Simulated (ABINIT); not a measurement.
**GaN (F-43m): G0W0 in ABINIT against the bands in the screening**

Aim: move the bands in the screening of a G0W0 run on GaN (F-43m) over a wide range.

Calculated with ABINIT 10.8.3; LDA and many-body steps on it, plane waves.

## (1) The starting structure

It takes space group F-43m (No. 216, cubic). The conventional cell has a = 4.507 Å, b = 4.507 Å, c = 4.507 Å, α = 90.00°, β = 90.00°, γ = 90.00°. Ga has 4 N at 1.95 Å nearest. N has 4 Ga at 1.95 Å nearest. Farther neighbours, and contacts between anions beyond the nearest, are not listed.

The cell and positions are those that the Materials Project relaxed with its own functionals (PBE, PBE+U or r2SCAN), kept fixed. This is not the form that GaN usually takes at ambient conditions.

## (2) Screening, 4×4×4 mesh, 17 bands, screening to 130.6 eV

This step: ABINIT 10.8.3; RPA screening on LDA, plane waves, norm-conserving pseudopotentials.

The RPA dielectric matrix is built and inverted for each q.

run.abi reads:

```
acell 3*1.0 Angstrom
rprim 
  0.000000000000 2.253500607500 2.253500607500
  2.253500607500 0.000000000000 2.253500607500
  2.253500607500 2.253500607500 0.000000000000
ntypat 2
znucl 31 7
natom 2
typat 1 2
xred 
  0.000000000000 0.000000000000 0.000000000000
  0.750000000000 0.750000000000 0.750000000000
pp_dirpath "pseudos"
pseudos "Ga.upf, N.upf"
ecut 36
ngkpt 4 4 4
nshiftk 1
shiftk 0 0 0
kptopt 1
chksymbreak 0
istwfk *1
occopt 1
irdwfk 1
optdriver 3
nband 17
ecuteps 4.8
inclvkb 2
awtr 1
symchi 1
indata_prefix "in"
outdata_prefix "out"
tmpdata_prefix "tmp"
```

Command:

```console
$ OMP_NUM_THREADS=1 mpirun -n 4 abinit run.abi > log
```

Log:

```text
.Version 10.8.3 of ABINIT. v10.8.2 released Aug 2026.

 Symmetries : space group F-4 3 m (#216); Bravais cF (face-center cubic)
[... echo of the input left out ...]
== DATASET  1 ==================================================================
-   mpi_nproc: 4, omp_nthreads: 1 (-1 if OMP is not activated)

--- !DatasetInfo
iteration_state: {dtset: 1, }
dimensions: {natom: 2, nkpt: 8, mband: 17, nsppol: 1, nspinor: 1, nspden: 1, mpw: 1639, }
cutoff_energies: {ecut:  36.0, pawecutdg:  -1.0, }
electrons: {nelect:   1.80000000E+01, charge:   0.00000000E+00, occopt:   1.00000000E+00, tsmear:   1.00000000E-02, }

 SCREENING: Calculation of the susceptibility and dielectric matrices

 Based on a program developped by R.W. Godby, V. Olevano, G. Onida, and L. Reining.
 Incorporated in ABINIT by V. Olevano, G.-M. Rignanese, and M. Torrent.
.Using double precision arithmetic ; gwpc =  8

[... cell and pseudopotentials left out ...]
--------------------------------------------------------------------------------

 ==== K-mesh for the wavefunctions ====
 Number of points in the irreducible wedge :     8
[... list of points left out ...]
 Together with 24 symmetry operations and time-reversal symmetry
 yields    64 points in the full Brillouin Zone.

 ==== Q-mesh for the screening function ====
 Number of points in the irreducible wedge :     8
[... list of points left out ...]
 Together with 24 symmetry operations and time-reversal symmetry
 yields    64 points in the full Brillouin Zone.

 setmesh: FFT mesh size selected  =    24x   24x   24
          total number of points  =        13824

 vcoul_init : cutoff-mode = AUXILIARY_FUNCTION
 q-points for optical limit:   1
     1)      0.000010    0.000020    0.000030

- screening: taking advantage of time-reversal symmetry
- Maximum band index for partially occupied states nbvw = 9
- Remaining bands to be divided among processors   nbcw = 8
- Number of bands treated by each node ~2

 Number of electrons calculated from density =   18.0000; Expected =   18.0000
 average of density, n =  0.116539
 r_s =    1.2700
 omega_plasma =   32.9300 [eV]

 calculating chi0 at frequencies [eV] :
  1    0.000000E+00    0.000000E+00
  2    0.000000E+00    3.293002E+01

--------------------------------------------------------------------------------
  q-point number  1        q = ( 0.000000, 0.000000, 0.000000) [r.l.u.]
--------------------------------------------------------------------------------
[... chi0 elements left out ...]
 For q-point:  0.000010 0.000020 0.000030
  dielectric constant =   8.8805
  dielectric constant without local fields =   9.4346

  Average fulfillment of the sum rule on Im[epsilon] for q-point    1 :     11.57  [%]
[... wings left out ...]
  q-point number  2        q = ( 0.250000, 0.000000, 0.000000) [r.l.u.]
--------------------------------------------------------------------------------
[... chi0 elements left out ...]
  Average fulfillment of the sum rule on Im[epsilon] for q-point    2 :     32.81  [%]

 [... 6 further q-points ...]
```

The job ended after 2.7 s (4 MPI ranks of Arm Neoverse V2, shared host; peak memory 0.09 GiB).

Read from the output:

```
ε∞ with local fields, on this mesh    : 8.880
ε∞ without local fields, on this mesh : 9.435
plasma frequency                      : 32.93 eV
plane waves in the screening matrix   : 65
```

Local fields lower ε∞ by 6 %. On a Γ-centred mesh this coarse the value itself is usually too large, while a short band sum pulls it down.

## (3) 17 bands

The self-energy is evaluated for the states that the input lists, and the quasiparticle equation is solved.

This step: G0W0 on LDA, plane waves, norm-conserving pseudopotentials.

run.abi: that of step 2 with these lines changed.

```diff
@@ -23,8 +23,15 @@
 irdwfk 1
-optdriver 3
-nband 17
+optdriver 4
+nband 26
+gwcalctyp 0
+ecutsigx 36
+symsigma 1
+nkptgw 1
+kptgw 
+  0.0000000000 0.0000000000 0.0000000000
+bdgw 
+  7 13
 ecuteps 4.8
-inclvkb 2
-awtr 1
-symchi 1
+irdscr 1
+ppmodel 1
 indata_prefix "in"
```

Log:

```text
.Version 10.8.3 of ABINIT. v10.8.2 released Aug 2026.

 Symmetries : space group F-4 3 m (#216); Bravais cF (face-center cubic)
[... echo of the input left out ...]
== DATASET  1 ==================================================================
-   mpi_nproc: 4, omp_nthreads: 1 (-1 if OMP is not activated)

--- !DatasetInfo
iteration_state: {dtset: 1, }
dimensions: {natom: 2, nkpt: 8, mband: 26, nsppol: 1, nspinor: 1, nspden: 1, mpw: 1639, }
cutoff_energies: {ecut:  36.0, pawecutdg:  -1.0, }
electrons: {nelect:   1.80000000E+01, charge:   0.00000000E+00, occopt:   1.00000000E+00, tsmear:   1.00000000E-02, }

 SIGMA: Calculation of the GW corrections

 Based on a program developped by R.W. Godby, V. Olevano, G. Onida, and L. Reining.
 Incorporated in ABINIT by V. Olevano, G.-M. Rignanese, and M. Torrent.
.Using double precision arithmetic ; gwpc =  8

[... cell and pseudopotentials left out ...]
--------------------------------------------------------------------------------

 ==== K-mesh for the wavefunctions ====
 Number of points in the irreducible wedge :     8
[... list of points left out ...]
 Together with 24 symmetry operations and time-reversal symmetry
 yields    64 points in the full Brillouin Zone.

 ==== Q-mesh for screening function ====
 Number of points in the irreducible wedge :     8
[... list of points left out ...]
 Together with 24 symmetry operations and time-reversal symmetry
 yields    64 points in the full Brillouin Zone.

 vcoul_init : cutoff-mode = AUXILIARY_FUNCTION
 q-points for optical limit:   1
     1)      0.000010    0.000020    0.000030
 setmesh: FFT mesh size selected  =    36x   36x   36
          total number of points  =        46656

 Number of electrons calculated from density =   18.0000; Expected =   18.0000
 average of density, n =  0.116539
 r_s =    1.2700
 omega_plasma =   32.9300 [eV]

 === KS Band Gaps ===
  >>>> For spin  1
   Minimum direct gap =   1.7696 [eV], located at k-point      :   0.0000  0.0000  0.0000
   Fundamental gap    =   1.7696 [eV], Top of valence bands at :   0.0000  0.0000  0.0000
                                       Bottom of conduction at :   0.0000  0.0000  0.0000
 SIGMA fundamental parameters:
 PLASMON POLE MODEL  1
 number of plane-waves for SigmaX                 1639
 number of plane-waves for SigmaC and W             65
 number of plane-waves for wavefunctions          1639
 number of bands                                    26
 number of independent spin polarizations            1
 number of spinorial components                      1
 number of k-points in IBZ                           8
 number of q-points in IBZ                           8
 number of symmetry operations                      24
 number of k-points in BZ                           64
 number of q-points in BZ                           64
 number of frequencies for dSigma/dE                 9
 frequency step for dSigma/dE [eV]                0.25
 number of omega for Sigma on real axis              0
 max omega for Sigma on real axis  [eV]           0.00
 zcut for avoiding poles [eV]                     0.10

 EPSILON^-1 parameters (SCR file):
 dimension of the eps^-1 matrix on file             65
 dimension of the eps^-1 matrix used                65
 number of plane-waves for wavefunctions          1639
 number of bands                                    17
 number of q-points in IBZ                           8
 number of frequencies                               2
 number of real frequencies                          1
 number of imag frequencies                          1

 matrix elements of self-energy operator (all in [eV])

 Perturbative Calculation

--- !SelfEnergy_ee
iteration_state: {dtset: 1, }
kpoint     : [   0.000,    0.000,    0.000, ]
spin       : 1
KS_gap     :    1.770
QP_gap     :    2.428
Delta_QP_KS:    0.658
data: !SigmaeeData |
     Band     E0 <VxcDFT>   SigX SigC(E0)      Z dSigC/dE  Sig(E)    E-E0       E
        7   4.956 -18.201 -21.323   3.692   0.785  -0.274 -17.754   0.448   5.403
        8   4.956 -18.201 -21.323   3.692   0.785  -0.274 -17.754   0.448   5.403
        9   4.956 -18.201 -21.323   3.692   0.785  -0.274 -17.754   0.448   5.403
       10   6.725 -14.263  -9.748  -3.148   0.810  -0.235 -13.157   1.106   7.831
       11  15.112 -12.737  -7.225  -4.026   0.822  -0.216 -11.515   1.222  16.334
       12  15.112 -12.737  -7.225  -4.026   0.822  -0.216 -11.515   1.222  16.334
       13  15.112 -12.737  -7.225  -4.026   0.822  -0.216 -11.515   1.222  16.334

== END DATASET(S) ==============================================================
================================================================================

 -outvars: echo values of variables after computation  --------
           etotal      0.0000000000E+00
            nband          26
             nkpt           8
          spgroup         216
 [... the other variables as echoed above ...]

 Calculation completed.
```

Elapsed: 2.2 s, on 4 MPI ranks; peak memory 0.11 GiB.

This step gave:

```
G0W0 gap on the mesh                         : 2.428 eV
starting gap on the mesh                     : 1.770 eV
k of the valence top                         : 0, 0, 0
k of the conduction bottom                   : 0, 0, 0
Z at the valence top                         : 0.785
Z at the conduction bottom                   : 0.81
least direct G0W0 gap on the computed points : 2.428 eV
```

The gap on the mesh goes from 1.77 eV to 2.43 eV, a correction of +0.66 eV.

## (4) Screening, 4×4×4 mesh, 26 bands, screening to 130.6 eV

This step: RPA screening on LDA, plane waves, norm-conserving pseudopotentials.

run.abi: that of step 3 with these lines changed.

```diff
@@ -23,15 +23,8 @@
 irdwfk 1
-optdriver 4
+optdriver 3
 nband 26
-gwcalctyp 0
-ecutsigx 36
-symsigma 1
-nkptgw 1
-kptgw 
-  0.0000000000 0.0000000000 0.0000000000
-bdgw 
-  7 13
 ecuteps 4.8
-irdscr 1
-ppmodel 1
+inclvkb 2
+awtr 1
+symchi 1
 indata_prefix "in"
```

Log:

```text
.Version 10.8.3 of ABINIT. v10.8.2 released Aug 2026.

 Symmetries : space group F-4 3 m (#216); Bravais cF (face-center cubic)
[... echo of the input left out ...]
== DATASET  1 ==================================================================
-   mpi_nproc: 4, omp_nthreads: 1 (-1 if OMP is not activated)

--- !DatasetInfo
iteration_state: {dtset: 1, }
dimensions: {natom: 2, nkpt: 8, mband: 26, nsppol: 1, nspinor: 1, nspden: 1, mpw: 1639, }
cutoff_energies: {ecut:  36.0, pawecutdg:  -1.0, }
electrons: {nelect:   1.80000000E+01, charge:   0.00000000E+00, occopt:   1.00000000E+00, tsmear:   1.00000000E-02, }

 SCREENING: Calculation of the susceptibility and dielectric matrices

 Based on a program developped by R.W. Godby, V. Olevano, G. Onida, and L. Reining.
 Incorporated in ABINIT by V. Olevano, G.-M. Rignanese, and M. Torrent.
.Using double precision arithmetic ; gwpc =  8

[... cell and pseudopotentials left out ...]
--------------------------------------------------------------------------------

 ==== K-mesh for the wavefunctions ====
 Number of points in the irreducible wedge :     8
[... list of points left out ...]
 Together with 24 symmetry operations and time-reversal symmetry
 yields    64 points in the full Brillouin Zone.

 ==== Q-mesh for the screening function ====
 Number of points in the irreducible wedge :     8
[... list of points left out ...]
 Together with 24 symmetry operations and time-reversal symmetry
 yields    64 points in the full Brillouin Zone.

 setmesh: FFT mesh size selected  =    24x   24x   24
          total number of points  =        13824

 vcoul_init : cutoff-mode = AUXILIARY_FUNCTION
 q-points for optical limit:   1
     1)      0.000010    0.000020    0.000030

- screening: taking advantage of time-reversal symmetry
- Maximum band index for partially occupied states nbvw = 9
- Remaining bands to be divided among processors   nbcw = 17
- Number of bands treated by each node ~4

 Number of electrons calculated from density =   18.0000; Expected =   18.0000
 average of density, n =  0.116539
 r_s =    1.2700
 omega_plasma =   32.9300 [eV]

 calculating chi0 at frequencies [eV] :
  1    0.000000E+00    0.000000E+00
  2    0.000000E+00    3.293002E+01

--------------------------------------------------------------------------------
  q-point number  1        q = ( 0.000000, 0.000000, 0.000000) [r.l.u.]
--------------------------------------------------------------------------------
[... chi0 elements left out ...]
 For q-point:  0.000010 0.000020 0.000030
  dielectric constant =   8.9619
  dielectric constant without local fields =   9.5231

  Average fulfillment of the sum rule on Im[epsilon] for q-point    1 :     25.22  [%]
[... wings left out ...]
  q-point number  2        q = ( 0.250000, 0.000000, 0.000000) [r.l.u.]
--------------------------------------------------------------------------------
[... chi0 elements left out ...]
  Average fulfillment of the sum rule on Im[epsilon] for q-point    2 :     44.92  [%]

 [... 6 further q-points ...]
```

Run time: 3.6 s. Hardware: 4 MPI ranks; peak memory 0.37 GiB; 14 s of CPU time.

This step gave:

| Property | Result |
| --- | --- |
| ε∞ with local fields, on this mesh | 8.962 |
| ε∞ without local fields, on this mesh | 9.523 |
| plasma frequency | 32.93 eV |
| plane waves in the screening matrix | 65 |

[end of part 1 of 2]

[Long decimals in the printed logs are rounded to 6 places.]

[Logs are printed without paths, hosts, clocks, repeated set-up lines and the standing remarks that a program may print on its own settings, such as how far it seeks lower states.]

[Paths, hosts, dates, memory and timing lines, banners, echoed tables and standing remarks are left out of the program output; an Ansatz launch command may be rebuilt from the run's recorded settings. Measured values are a selection of at most five: reports struck by readers or far from the other reports are left out. None is set beside runs whose start may be inverted or whose files or cutoffs have a known fault.]

[Runs of the session that timed out or met a known fault of the program may be left out.]

[Hosts, paths, dates, database ids (printed as entryN), source tags and the programs' standing remarks are cut or masked in the printed files.]

[G0W0 gaps are taken among the corrected bands and points alone; a level outside them can change the order at an edge.]

[Where Ansatz stands beside ABINIT at settings called matched, ABINIT's density can come from a denser mesh and the files from another edition; pairs whose starting gaps differed by over 0.03 eV were left out, so agreement reads better than it is.]
